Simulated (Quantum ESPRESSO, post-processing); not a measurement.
# Al(111), 5 layers: k-mesh convergence, part 3 of 3

Which setting serves for Al(111), 5 layers? The runs below step through one kind of setting.

Quantum ESPRESSO 7.5; plane-wave DFT, PBE, GBRV ultrasoft pseudopotentials.

So far. Step 4 (SCF with pw.x: 13×13×1 points): Counted from each run's own zero (the Fermi level), the vacuum level differs from the first run's by +7 meV. Step 5 (Self-consistent run: 10×10×1 points): Counted from each run's own zero (the Fermi level), the vacuum level differs from the first run's by +18 meV.

### Step 6. SCF with pw.x: 7×7×1 points

File c4.in:

```
&control
  prefix = 'c4'
  outdir = './out'
  pseudo_dir = './pseudo'
  calculation = 'scf'
  tprnfor = .true.
/
&system
  ibrav = 0
  nat = 5
  ntyp = 1
  ecutwfc = 40
  ecutrho = 200
  occupations = 'smearing'
  smearing = 'mv'
  degauss = 0.02
  assume_isolated = 'esm'
  esm_bc = 'bc1'
/
&electrons
  conv_thr = 1e-07
  mixing_beta = 0.4
  electron_maxstep = 120
  mixing_mode = 'local-TF'
/
ATOMIC_SPECIES
  Al  26.9815  al_pbe_v1.uspp.F.UPF
CELL_PARAMETERS angstrom
  2.86378246380552 0.00000000000000 0.00000000000000
  1.43189123190276 2.48010836456797 0.00000000000000
  0.00000000000000 0.00000000000000 25.35307436087194
ATOMIC_POSITIONS crystal
  Al  0.666666666700 0.666666666700 -0.184456413998
  Al  0.000000000000 0.000000000000 -0.092228206999
  Al  0.333333333300 0.333333333300 0.000000000000
  Al  0.666666666700 0.666666666700 0.092228206999
  Al  0.000000000000 0.000000000000 0.184456413998
K_POINTS automatic
  7 7 1 0 0 0
```

Command:

```sh
$ OMP_NUM_THREADS=1 mpirun -n 4 pw.x -nk 2 -in c4.in > c4.out
```

The log of the run:

```text
[banner, memory and clock lines left out]
Program PWSCF v.7.5 starts
[...]
Message from routine setup:
[...]
number of electrons       =        15.00
     number of Kohn-Sham states=           12
     kinetic-energy cutoff     =      40.0000  Ry
     charge density cutoff     =     200.0000  Ry
[...]
number of k points=     8  Marzari-Vanderbilt smearing, width (Ry)=  0.0200
[...]
Dense  grid:    57983 G-vectors     FFT dimensions: (  27,  27, 216)
[...]
negative rho (up, down):  1.612E-04 0.000E+00
     Starting wfcs are   20 randomized atomic wfcs
[...]
negative rho (up, down):  3.297E-06 0.000E+00
[...]
estimated scf accuracy    <       0.17763034 Ry
[...]
negative rho (up, down):  2.829E-06 0.000E+00
[...]
estimated scf accuracy    <       0.18511130 Ry
[...]
negative rho (up, down):  3.878E-04 0.000E+00
[...]
estimated scf accuracy    <       0.18339076 Ry
[...]
negative rho (up, down):  4.304E-04 0.000E+00
[...]
estimated scf accuracy    <       0.01941144 Ry
[...]
negative rho (up, down):  9.581E-06 0.000E+00
[...]
estimated scf accuracy    <       0.02689694 Ry
[...]
negative rho (up, down):  1.550E-04 0.000E+00
[...]
estimated scf accuracy    <       0.00781450 Ry
[...]
estimated scf accuracy    <       0.02204342 Ry
[...]
estimated scf accuracy    <       0.01296275 Ry
[...]
negative rho (up, down):  1.203E-03 0.000E+00
[...]
estimated scf accuracy    <       0.00129619 Ry
[...]
negative rho (up, down):  4.769E-04 0.000E+00
[...]
estimated scf accuracy    <       0.03378363 Ry
[...]
negative rho (up, down):  2.005E-03 0.000E+00
[...]
estimated scf accuracy    <       0.02712234 Ry
[...]
negative rho (up, down):  1.666E-03 0.000E+00
[...]
estimated scf accuracy    <       0.00654887 Ry
[...]
negative rho (up, down):  1.236E-03 0.000E+00
[...]
estimated scf accuracy    <       0.00334879 Ry
[...]
negative rho (up, down):  2.201E-04 0.000E+00
[...]
estimated scf accuracy    <       0.01886576 Ry
[...]
negative rho (up, down):  1.256E-04 0.000E+00
[...]
estimated scf accuracy    <       0.00008713 Ry
[...]
negative rho (up, down):  2.024E-04 0.000E+00
[...]
estimated scf accuracy    <       0.00235733 Ry
[...]
negative rho (up, down):  3.439E-04 0.000E+00
[...]
estimated scf accuracy    <       0.00083749 Ry
[...]
negative rho (up, down):  1.740E-04 0.000E+00
[...]
estimated scf accuracy    <       0.00038700 Ry
[...]
negative rho (up, down):  7.186E-05 0.000E+00
[...]
estimated scf accuracy    <       0.00044804 Ry
[...]
negative rho (up, down):  6.704E-05 0.000E+00
[...]
estimated scf accuracy    <       0.00027148 Ry
[...]
negative rho (up, down):  1.803E-04 0.000E+00
[...]
estimated scf accuracy    <       0.00001613 Ry
[...]
negative rho (up, down):  1.777E-04 0.000E+00
[...]
estimated scf accuracy    <       0.00000703 Ry
[...]
negative rho (up, down):  1.893E-04 0.000E+00
[...]
estimated scf accuracy    <       0.00000669 Ry
[...]
negative rho (up, down):  1.890E-04 0.000E+00
[...]
estimated scf accuracy    <       0.00000084 Ry
[...]
negative rho (up, down):  1.871E-04 0.000E+00
[...]
estimated scf accuracy    <       0.00000062 Ry
[...]
negative rho (up, down):  1.826E-04 0.000E+00
[...]
estimated scf accuracy    <       0.00000091 Ry
[...]
negative rho (up, down):  1.881E-04 0.000E+00
[...]
estimated scf accuracy    <       0.00000011 Ry
[...]
negative rho (up, down):  1.890E-04 0.000E+00
[...]
the Fermi energy is    -3.9896 ev
!    total energy              =     -33.48447428 Ry
     estimated scf accuracy    <       0.00000004 Ry
     smearing contrib. (-TS)   =      -0.00099105 Ry
     internal energy E=F+TS    =     -33.48348323 Ry
[...]
one-electron contribution =     832.13748927 Ry
     hartree contribution      =    -415.12744350 Ry
     xc contribution           =     -21.28807969 Ry
     ewald contribution        =    -429.20544930 Ry
     convergence has been achieved in  28 iterations
     negative rho (up, down):  1.890E-04 0.000E+00
[...]
Total force =     0.009905     Total SCF correction =     0.000277
[...]
```

The job ended after 22 s (4 MPI ranks of Intel Xeon Platinum 8259CL at 2.50GHz (Skylake/Cascade Lake), shared host; peak memory 0.31 GiB).

Numbers from this step:

| Quantity | Value |
| --- | --- |
| free energy | -455.5795 eV |
| Fermi energy | -3.990 eV |
| vacuum line at the lower end of the cell, over the Fermi level | 3.990 eV |
| vacuum line at the upper end of the cell, over the Fermi level | 3.990 eV |

The program's own clock; routines nest. Time by routine:

```
  routine  wall time (s)  calls
    PWSCF          21.18      1
electrons             20      1
  c_bands          10.88     28
  cegterg           8.31    112
    h_psi           7.15    783
     fftw           6.56  10710
 vloc_psi           6.45    783
  mix_rho           5.45     28
     ffts           2.96   3152
 sum_band           1.91     28
 v_of_rho           1.14     29
 init_run           0.99      1
      fft           0.63    386
     newd           0.55     29
```

Counted from each run's own zero (the Fermi level), the vacuum level differs from the first run's by -123 meV.

### Step 7. Ground state: 5×5×1 points

c5.in is the input of step 6 with these lines changed:

```diff
@@ -1,3 +1,3 @@
 &control
-  prefix = 'c4'
+  prefix = 'c5'
   outdir = './out'
@@ -38,2 +38,2 @@
 K_POINTS automatic
-  7 7 1 0 0 0
+  5 5 1 0 0 0
```

Command:

```sh
$ OMP_NUM_THREADS=1 mpirun -n 4 pw.x -nk 2 -in c5.in > c5.out
```

The log of the run:

```text
[banner, memory and clock lines left out]
Program PWSCF v.7.5 starts
[...]
Message from routine setup:
[...]
number of electrons       =        15.00
     number of Kohn-Sham states=           12
     kinetic-energy cutoff     =      40.0000  Ry
     charge density cutoff     =     200.0000  Ry
[...]
number of k points=     5  Marzari-Vanderbilt smearing, width (Ry)=  0.0200
[...]
Dense  grid:    57983 G-vectors     FFT dimensions: (  27,  27, 216)
[...]
negative rho (up, down):  1.612E-04 0.000E+00
     Starting wfcs are   20 randomized atomic wfcs
[...]
negative rho (up, down):  2.281E-05 0.000E+00
[...]
estimated scf accuracy    <       0.15834334 Ry
[...]
negative rho (up, down):  7.577E-06 0.000E+00
[...]
estimated scf accuracy    <       0.16367457 Ry
[...]
estimated scf accuracy    <       0.14764490 Ry
[...]
estimated scf accuracy    <       0.01117788 Ry
[...]
estimated scf accuracy    <       0.01105359 Ry
[...]
estimated scf accuracy    <       0.01190477 Ry
[...]
estimated scf accuracy    <       0.02098579 Ry
[...]
estimated scf accuracy    <       0.00636482 Ry
[...]
negative rho (up, down):  9.434E-04 0.000E+00
[...]
estimated scf accuracy    <       0.00363177 Ry
[...]
negative rho (up, down):  6.371E-04 0.000E+00
[...]
estimated scf accuracy    <       0.00079525 Ry
[...]
negative rho (up, down):  2.367E-04 0.000E+00
[...]
estimated scf accuracy    <       0.00090252 Ry
[...]
negative rho (up, down):  1.634E-04 0.000E+00
[...]
estimated scf accuracy    <       0.00025253 Ry
[...]
negative rho (up, down):  9.174E-05 0.000E+00
[...]
estimated scf accuracy    <       0.00003502 Ry
[...]
negative rho (up, down):  1.687E-04 0.000E+00
[...]
estimated scf accuracy    <       0.00001712 Ry
[...]
negative rho (up, down):  2.202E-04 0.000E+00
[...]
estimated scf accuracy    <       0.00000593 Ry
[...]
negative rho (up, down):  1.807E-04 0.000E+00
[...]
estimated scf accuracy    <       0.00000100 Ry
[...]
negative rho (up, down):  1.865E-04 0.000E+00
[...]
the Fermi energy is    -4.3357 ev
!    total energy              =     -33.48754691 Ry
     estimated scf accuracy    <       0.00000007 Ry
     smearing contrib. (-TS)   =      -0.00191583 Ry
     internal energy E=F+TS    =     -33.48563108 Ry
[...]
one-electron contribution =     832.69071326 Ry
     hartree contribution      =    -415.69091025 Ry
     xc contribution           =     -21.27998478 Ry
     ewald contribution        =    -429.20544930 Ry
     convergence has been achieved in  17 iterations
     negative rho (up, down):  1.865E-04 0.000E+00
[...]
Total force =     0.024659     Total SCF correction =     0.000283
[...]
```

Run time: 12 s. Hardware: 4 MPI ranks; peak memory 0.31 GiB; 46 s of CPU time.

This step gave:

* free energy: -455.6213 eV
* Fermi energy: -4.336 eV
* vacuum line at the lower end of the cell, over the Fermi level: 4.336 eV
* vacuum line at the upper end of the cell, over the Fermi level: 4.336 eV

The program's own clock; routines nest. Time by routine:

```
  routine  wall time (s)  calls
    PWSCF             11      1
electrons           9.69      1
  c_bands           4.64     17
  cegterg           3.93     51
    h_psi            3.4    391
     fftw           3.11   4844
 vloc_psi           3.03    391
  mix_rho           2.77     17
     ffts            1.7   1479
 init_run           1.12      1
 sum_band           1.05     17
 v_of_rho           0.78     18
      fft           0.49    243
  potinit           0.48      1
```

Counted from each run's own zero (the Fermi level), the vacuum level differs from the first run's by +223 meV.

### Step 8. The series side by side

All levels:

```
         level  vacuum level over the Fermi level (eV)  its change from the first (meV)  energy from the first (meV an atom)  SCF iterations  wall time (s)  peak memory (GiB)  CPU time (s)
26×26×1 points                                   4.112                                0                                    0              31          118.2               0.45         471.7
19×19×1 points                                   4.117                              4.7                               0.3317              39          104.7               0.42         417.8
13×13×1 points                                    4.12                              7.3                                2.421              26          41.22                0.4         163.9
10×10×1 points                                   4.131                             18.4                               -5.616              33          38.01               0.38         151.1
  7×7×1 points                                    3.99                           -122.8                              -0.6665              28          21.93               0.31         86.75
  5×5×1 points                                   4.336                            223.3                               -9.028              17          11.77               0.31         46.05
```

### Step 9. Results

```
vacuum level over the Fermi level, 26×26×1 points                                                                  : 4.112 eV
cheapest step of the main series that, with all steps before it, keeps the vacuum level within 20 meV of the first : 10×10×1 points: +18 meV, 2.5 min of CPU time against 7.9 min
setting with the largest shift of the level                                                                        : 5×5×1 points: +223 meV
```

In words: The cheapest step of the main series that, with all steps before it, keeps the vacuum level within 20 meV of the first is 10×10×1 points: +18 meV, 2.5 min of CPU time against 7.9 min. Over the series the energy moves by up to 9.03 meV an atom and the vacuum level by up to 223 meV. The error of the level grows in size as the mesh thins, and changes sign on the way. The times come from a shared host and are rough. Peak memory is sampled during the run and can miss the peak. The geometry is as built, not relaxed.

[Logs are printed without paths, hosts, clocks, repeated set-up lines and the standing remarks that a program may print on its own settings, such as how far it seeks lower states.]

[Hosts, paths, dates, database ids (printed as entryN), source tags and the programs' standing remarks are cut or masked in the printed files.]

[Maps of the electrostatic potential energy from Ansatz leave out the sawtooth potential of an applied field or a dipole correction, so their vacuum need not be flat; planar profiles and work functions include it.]
